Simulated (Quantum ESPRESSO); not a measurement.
Records of electronic-structure calculations.

**MnAlGe: where do free moments turn?**

The structure is tetragonal, space group P4/nmm (No. 129). The conventional cell has a = 3.914 Å, b = 3.914 Å, c = 5.933 Å, α = 90.00°, β = 90.00°, γ = 90.00°. Mn has 4 Al at 2.54 Å and 4 Ge at 2.57 Å and 4 Mn at 2.77 Å nearest. Al has 4 Mn at 2.54 Å and 5 Ge at 2.65 to 2.77 Å nearest. Nearest to Ge lie 4 Mn at 2.57 Å and 5 Al at 2.65 to 2.77 Å. Farther neighbours are not listed.

| Property | Result |
| --- | --- |
| method | LDA; plane waves with GBRV 1.5 LDA potentials, no spin-orbit coupling (and 1 further level or step) |
| program | Quantum ESPRESSO 7.5 |
| settings of one run | GBRV 1.5 LDA, cutoff 462.59 eV, 5×5×3 k-mesh, 86 bands, fermi-dirac occupations, smearing width 0.136 eV, SCF threshold 1.20e-8, starting moments 3.5 3.5 0 0 0 0 μB |
| cost | 5 runs, 7.5 min in all on 4 MPI ranks of Intel Xeon 6975P-C (Granite Rapids), shared host (the runs of this entry) |
| notes | Without spin–orbit coupling only the angles between moments matter. The cell holds only so many moments, so longer spirals cannot form in it. |
| lowest start | collinear parallel, random 1 and random 2 |
| its final state | ferromagnetic |
| its moments | 1.65 μB |
| its net moment | 3.26 μB a cell |

No finished start ends non-collinear. The mesh is coarse, so differences of some ten meV can be noise where moments are itinerant.

[Hosts, paths, dates, database ids (printed as entryN), source tags and the programs' standing remarks are cut or masked in the printed files.]

[Where a cell is said to come from a database of computed structures, the database is the Materials Project.]
